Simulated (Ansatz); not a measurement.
# O on Ni(111): change of the work function, part 3 of 3

How does O on the fcc site change the work function of Ni(111) as the layer fills?

Ansatz 0.2.0; plane-wave DFT, PBE, Ansatz PAW.

So far, work function, upper face (eV): step 2 (the clean slab) 5.07; step 3 (17 atoms, coverage 0.25 ML, cell 2x2) 5.73.

## 4. Adsorbate added, k-mesh 12×12×1, coverage 1 ML

System of this step: Ni4O (O/Ni(111)). The cell holds 5 atoms: 4 Ni and 1 O. Its edges and angles: a = 2.489 Å, b = 2.489 Å, c = 25.391 Å, α = 90.0°, β = 90.0°, γ = 60.0°. Vacuum lies along c.

Another coverage, to see how the dipoles act on each other as their distance changes.

The input, input.yaml:

```yaml
crystal:
  lattice:
    - [2.4890158698, 0.0, 0.0]
    - [1.2445079349, 2.1555509736, 0.0]
    - [0.0, 0.0, 25.3914191867]
  atoms:
    - { symbol: Ni, position: [0.0, 0.0, 0.3544504517], spin: 0.7 }
    - { symbol: Ni, position: [0.3333333333, 0.3333333333, 0.4344882366], spin: 0.72 }
    - { symbol: Ni, position: [0.6666666667, 0.6666666667, 0.5142599013], spin: 0.72 }
    - { symbol: Ni, position: [0.0, 0.0, 0.593230649], spin: 0.7 }
    - { symbol: O, position: [0.3333333333, 0.3333333333, 0.6455495483] }
magnetization:
  spin_polarized: true
kpoints:
  mp_grid: { grid: [12, 12, 1] }
hamiltonian:
  xc: pbe
scf:
  occupations: { method: fermi_dirac, width: 0.1 }
  convergence: { dr2_threshold: 1.0e-08 }
efield:
  axis: 3
  dipole_correction: true
  ramp_position: 0.97
  ramp_width: 0.06
relax:
  f_tol: 0.02
  max_steps: 60
  constraints: [{ sites: [0, 1] }]
output:
  write_potential: true
  write_density: true
  volumetric_format: npy
```

Launch:

```console
$ ansatz run input.yaml --threads 4 --pin off --max-ram 6144MiB --backend cpu --events-out ev --progress --plain --runs-dir out
```

The program printed:

```text
[...]
Crystal: 5 atoms, lattice volume = 136.230 Å³
Basis set: ecut = 420 eV, 2551 PW (Γ), exchange–correlation on 36×36×360 points (8 copies of the dense FFT grid, shifted against one another)
Bands: 49, of which v1, the nominal top of the filled ones, is band 39 counted from 1 (38 counted from 0)
Symmetry: 6 space group operations
k-points: 19 of 144 (time reversal used)
[...]
Starting moments: Σ|m| = 2.84 μB on 4 of 5 sites
[...]
SCF iter   1: F=—  HF=-23921.194038 eV  |F-HF|=—  |Δ(HF+E_count)|=         —  Δρ=5.44e-2 (↑3.56e-2 ↓5.44e-2)  dr2=1.75e1  dr2_m=5.70e-1  M=3.397 μB ∫|m|=3.536 μB  β_m=1.00  ethr=3.10e-3  p=-0.000 e·Å  D=-8.98e-7 V/Å  ΔV_dip=0.00 eV  dr2_dipole=5.66e0  V_vac-E_F(+/−)=7.61/7.61 eV  ⟨swp⟩=11.2  Hψ=9560  notcnv=0  defer=22
[...]
SCF iter  19: F=-23923.157186 eV  HF=-23923.157186 eV  |F-HF|=6.40e-9  |Δ(HF+E_count)|=   1.35e-8  Δρ=8.94e-7 (↑8.94e-7 ↓5.94e-7)  dr2=9.86e-9  dr2_m=1.79e-10  M=2.511 μB ∫|m|=2.824 μB  ethr=3.37e-12  p=-0.080 e·Å  D=-1.07e-1 V/Å  ΔV_dip=2.71 eV  dr2_dipole=3.18e-9  V_vac-E_F(+/−)=7.79/5.07 eV  ⟨swp⟩=6.6  Hψ=12910  notcnv=0
SCF 1 converged in 19 iterations: F = -23923.157186 eV  dr2 = 9.86e-9
[...]
relax step   1: F+E_penalty+E_count = -23923.15718603 eV  Δ(F+E_penalty+E_count) = +0.000e0 eV  max|allowed force component| = 2.966e0 eV/Å  Δτ_max = 0.0000 Å  (19 SCF iters, accepted)
[...]
SCF iter  15: F=-23923.328030 eV  HF=-23923.328030 eV  |F-HF|=3.78e-9  |Δ(HF+E_count)|=  8.26e-10  Δρ=6.26e-7 (↑5.25e-7 ↓6.26e-7)  dr2=3.66e-9  dr2_m=9.74e-11  M=2.424 μB ∫|m|=2.731 μB  ethr=1.07e-12  p=-0.074 e·Å  D=-9.85e-2 V/Å  ΔV_dip=2.50 eV  dr2_dipole=7.12e-10  V_vac-E_F(+/−)=7.57/5.07 eV  ⟨swp⟩=6.2  Hψ=11691  notcnv=0
SCF 2 converged in 15 iterations: F = -23923.328030 eV  dr2 = 3.66e-9
relax step   2: F+E_penalty+E_count = -23923.32802962 eV  Δ(F+E_penalty+E_count) = -1.708e-1 eV  max|allowed force component| = 2.329e0 eV/Å  Δτ_max = 0.0399 Å  (15 SCF iters, accepted)
SCF iter   1: F=—  HF=-23923.525285 eV  |F-HF|=—  |Δ(HF+E_count)|=         —  Δρ=2.64e-2 (↑2.64e-2 ↓1.73e-2)  dr2=6.02e0  dr2_m=2.90e-1  M=1.774 μB ∫|m|=2.093 μB  β_m=1.00  ethr=3.10e-3  p=-0.074 e·Å  D=-9.85e-2 V/Å  ΔV_dip=2.50 eV  dr2_dipole=2.08e0  V_vac-E_F(+/−)=7.27/4.77 eV  ⟨swp⟩=5.4  Hψ=5056  notcnv=0  defer=36
[...]
SCF iter  16: F=-23923.454884 eV  HF=-23923.454884 eV  |F-HF|=2.35e-9  |Δ(HF+E_count)|=   9.22e-9  Δρ=9.77e-7 (↑4.04e-7 ↓9.77e-7)  dr2=2.91e-9  dr2_m=1.40e-10  M=2.242 μB ∫|m|=2.532 μB  ethr=2.47e-12  p=-0.046 e·Å  D=-6.08e-2 V/Å  ΔV_dip=1.54 eV  dr2_dipole=5.03e-10  V_vac-E_F(+/−)=6.60/5.06 eV  ⟨swp⟩=6.7  Hψ=12102  notcnv=0
SCF 3 converged in 16 iterations: F = -23923.454884 eV  dr2 = 2.91e-9
relax step   3: F+E_penalty+E_count = -23923.45488446 eV  Δ(F+E_penalty+E_count) = -1.269e-1 eV  max|allowed force component| = 1.608e0 eV/Å  Δτ_max = 0.1698 Å  (16 SCF iters, accepted)
[...]
relax step   4: F+E_penalty+E_count = -23923.51723752 eV  Δ(F+E_penalty+E_count) = -6.235e-2 eV  max|allowed force component| = 1.658e-1 eV/Å  Δτ_max = 0.0974 Å  (16 SCF iters, accepted)
SCF iter   1: F=—  HF=-23923.518488 eV  |F-HF|=—  |Δ(HF+E_count)|=         —  Δρ=1.62e-3 (↑1.62e-3 ↓1.43e-3)  dr2=6.51e-3  dr2_m=1.28e-3  M=2.324 μB ∫|m|=2.626 μB  β_m=1.00  ethr=2.99e-4  p=-0.058 e·Å  D=-7.67e-2 V/Å  ΔV_dip=1.95 eV  dr2_dipole=2.02e-3  V_vac-E_F(+/−)=6.99/5.05 eV  ⟨swp⟩=2.6  Hψ=3648  notcnv=0  defer=73
[...]
SCF iter  14: F=-23923.518637 eV  HF=-23923.518637 eV  |F-HF|=2.02e-9  |Δ(HF+E_count)|=   1.06e-9  Δρ=5.25e-7 (↑2.31e-7 ↓5.25e-7)  dr2=1.81e-9  dr2_m=6.65e-11  M=2.330 μB ∫|m|=2.630 μB  ethr=1.50e-12  p=-0.057 e·Å  D=-7.51e-2 V/Å  ΔV_dip=1.91 eV  dr2_dipole=3.72e-10  V_vac-E_F(+/−)=6.97/5.06 eV  ⟨swp⟩=6.3  Hψ=11753  notcnv=0
SCF 5 converged in 14 iterations: F = -23923.518637 eV  dr2 = 1.81e-9
relax step   5: F+E_penalty+E_count = -23923.51863741 eV  Δ(F+E_penalty+E_count) = -1.400e-3 eV  max|allowed force component| = 2.452e-3 eV/Å  Δτ_max = 0.0189 Å  (14 SCF iters, accepted)
[...]
SCF converged after 14 iterations
Magnetization: 2.3304 μB (40.1652 up, 37.8348 down)
Absolute magnetization: 2.6322 μB (∫|ρ↑−ρ↓|, with the PAW one-centre terms)
[...]
Per-site moments (μB) at R_I (Å): [(0.733115, 1.026719), (0.718746, 1.025463), (0.619315, 1.025463), (0.271411, 0.746599), (0.091028, 0.746599)]
Free energy (F): -23923.518637 eV
[...]
Internal energy: -23923.282194 eV  (E = F + TS)
E sigma→0 (E₀):  -23923.400416 eV
Entropy (-TS):   -0.236444 eV (-47.289 meV/atom)
Fermi energy:    2.460760 eV
Dipole field:    D = -0.075118 V/Å  (p = -0.056553 e·Å, saw-weighted, corrected)
Work function:   Φ+ = 6.9695 eV   Φ− = 5.0622 eV
[...]
--- Forces (eV/Å), atoms counted from 1 ---
  atom   1  Ni     0.00000000     0.00000000     0.14592915
  atom   2  Ni    -0.00000000    -0.00000000    -0.14366193
  atom   3  Ni     0.00000000    -0.00000000    -0.00033567
  atom   4  Ni    -0.00000000    -0.00000000     0.00051309
  atom   5  O     -0.00000000     0.00000000    -0.00245239
  max |Σ_I F_I| component: 7.75e-6 eV/Å
--- Band table (eV; the first three rows and the last of 38) ---
  k-point 0 ↑: bands = [... 35 lower, 1.1919, 1.1919, 1.4671, 1.4671, 1.7789, 1.7789, 2.2548, 2.9149, ... 6 higher]
  k-point 1 ↑: bands = [... 35 lower, 1.1468, 1.1559, 1.2735, 1.4731, 1.7220, 1.7826, 2.7391, 2.9159, ... 6 higher]
  k-point 2 ↑: bands = [... 35 lower, 0.8298, 1.1160, 1.1971, 1.4703, 1.7908, 2.0548, 2.7848, 2.9056, ... 6 higher]
  k-point 18 ↓: bands = [... 35 lower, 1.8350, 2.4899, 2.4975, 2.6103, 3.0548, 7.4135, 7.7780, 8.0956, ... 6 higher]
--- Relaxed structure (5 steps of the walk, 5 accepted, 0 SCFs on fresh bases) ---
  F+E_penalty+E_count = -23923.51863741 eV   max|allowed force component| = 2.452e-3 eV/Å
  atoms:
    - { symbol: Ni, position: [-1.480297e-17, -1.480297e-17, 0.354450] }
    - { symbol: Ni, position: [0.333333, 0.333333, 0.434488] }
    - { symbol: Ni, position: [0.666667, 0.666667, 0.514379] }
    - { symbol: Ni, position: [-1.064674e-17, -1.314048e-17, 0.597044] }
    - { symbol: O, position: [0.333333, 0.333333, 0.640380] }
```

The job ended after 16 s (4 threads of AMD EPYC 9R45 (Zen 5), shared host; peak memory 0.63 GiB).

Step by step:

```
step  energy less that of the first step (eV)  largest force component (eV/Å)
   1                                   0.0000                          2.9656
   2                                  -0.1708                          2.3291
   3                                  -0.2977                          1.6084
   4                                  -0.3601                          0.1658
   5                                  -0.3615                          0.0025
```

The run keeps the 6 symmetry operations that the program found, so distortions that break them were not tested.

The atoms that moved most (Å):

| atom | dx | dy | dz | length |
| --- | --- | --- | --- | --- |
| O5 | 0.000 | 0.000 | -0.131 | 0.131 |
| Ni4 | 0.000 | 0.000 | 0.097 | 0.097 |

The relaxed structure:

```xyz
5
Lattice="2.4890 0.0000 0.0000 1.2445 2.1556 0.0000 0.0000 0.0000 25.3914" Properties=species:S:1:pos:R:3
Ni    0.0000    0.0000    9.0000
Ni    1.2445    0.7185   11.0323
Ni    2.4890    1.4370   13.0608
Ni    0.0000    0.0000   15.1598
O     1.2445    0.7185   16.2602
```

This step gave:

| Quantity | Value |
| --- | --- |
| energy at zero smearing | -23923.4004 eV |
| total moment | 2.330 μB |
| site moments | 0.7331, 0.7187, 0.6193, 0.2714, 0.09103 μB |
| work function, upper face | 6.970 eV |
| work function, lower face | 5.062 eV |
| dipole along the normal | -0.05655 e·Å |
| step between the vacuum levels | 1.907 eV |

Running mean over 2.032 Å of the planar mean; the ramp of the sawtooth is left out. Table of electron's electrostatic potential energy less the Fermi level by z:

```
z (Å)  electron's electrostatic potential energy less the Fermi level (eV)
  3.0                                                                 5.06
  3.5                                                                 5.06
  4.0                                                                 5.06
  4.5                                                                 5.06
  5.0                                                                 5.06
  5.5                                                                 5.05
  6.0                                                                 5.01
  6.5                                                                 4.88
  7.0                                                                 4.37
  7.5                                                                 2.24
  8.0                                                                -3.21
  8.5                                                                -8.38
  9.0                                                                -10.1
  9.5                                                                -10.3
 10.0                                                                -10.3
 10.5                                                                -10.3
 11.0                                                                -10.4
 11.5                                                                -10.4
 12.0                                                                -10.4
 12.5                                                                -10.4
 13.0                                                                -10.3
 13.5                                                                -10.2
 14.0                                                                -10.0
 14.5                                                                -10.6
 15.0                                                                -12.5
 15.5                                                                -14.3
 16.0                                                                -10.9
 16.5                                                                -4.26
 17.0                                                                0.775
 17.5                                                                 4.83
 18.0                                                                 6.67
 18.5                                                                 6.93
 19.0                                                                 6.96
 19.5                                                                 6.97
 20.0                                                                 6.97
 20.5                                                                 6.97
 21.0                                                                 6.97
 21.5                                                                 6.97
 22.0                                                                 6.97
```

Site moment by atom:

```
atom  site moment (μB)
 Ni1             0.733
 Ni2             0.719
 Ni3             0.619
 Ni4             0.271
  O5             0.091
```

The relaxation took 5 steps and lowered the energy by 0.36 eV; the largest force on the free atoms ends at 0.0025 eV/Å.

The covered face has 6.97 eV, +1.90 eV against the clean one; the bare back face has moved by -0.02 eV, a measure of how thin the slab is.

## 5. Work function against coverage

This step: plane-wave DFT, PBE, Ansatz PAW; work function against coverage (Ansatz 0.2.0).

The runs are now put side by side.

Numbers from this step:

```yaml
work_function_of_the_clean_face: 5.072 eV
largest_change_of_the_work_function: 1.898 eV
```

Work function of the covered face against coverage:

```csv
coverage (adsorbates/nm²),work function of the covered face (eV)
0.00,5.07
4.66,5.73
18.64,6.97
```

The dipole per adsorbate comes from the change of the cell's dipole. Coverage, by row:

```
coverage (1/nm²)  coverage (ML)  work function (eV)  change (eV)  dipole per adsorbate, positive end outwards (debye)  mean height of the added atoms over the highest substrate atom (Å)
            4.66           0.25               5.725        0.653                                               -0.377                                                               1.094
           18.64              1                6.97        1.898                                               -0.273                                                                 1.1
```

## 6. Outcome

| Quantity | Value |
| --- | --- |
| work function of the clean face | 5.07 eV |
| work function at 0.25 ML | 5.73 eV |
| work function at 1 ML | 6.97 eV |
| dipole per adsorbate at 0.25 ML, positive end outwards | -0.38 D |

**Reading.** O raises the work function of Ni(111) at the lowest coverage, by 0.65 eV: the adsorbate layer has its negative end outwards. The slab has 4 layers, at the tabulated experimental lattice constant, one starting site was run, and quantum-size effects of a slab this thin can reach one or two tenths of an eV. The magnetic order is the one reached from the typed start; other orders were not compared.

[Long decimals in the printed logs are rounded to 6 places.]

[Logs are printed without paths, hosts, clocks, repeated set-up lines and the standing remarks that a program may print on its own settings, such as how far it seeks lower states.]

[Hosts, paths, dates, database ids (printed as entryN), source tags and the programs' standing remarks are cut or masked in the printed files.]

[Maps of the electrostatic potential energy from Ansatz leave out the sawtooth potential of an applied field or a dipole correction, so their vacuum need not be flat; planar profiles and work functions include it.]
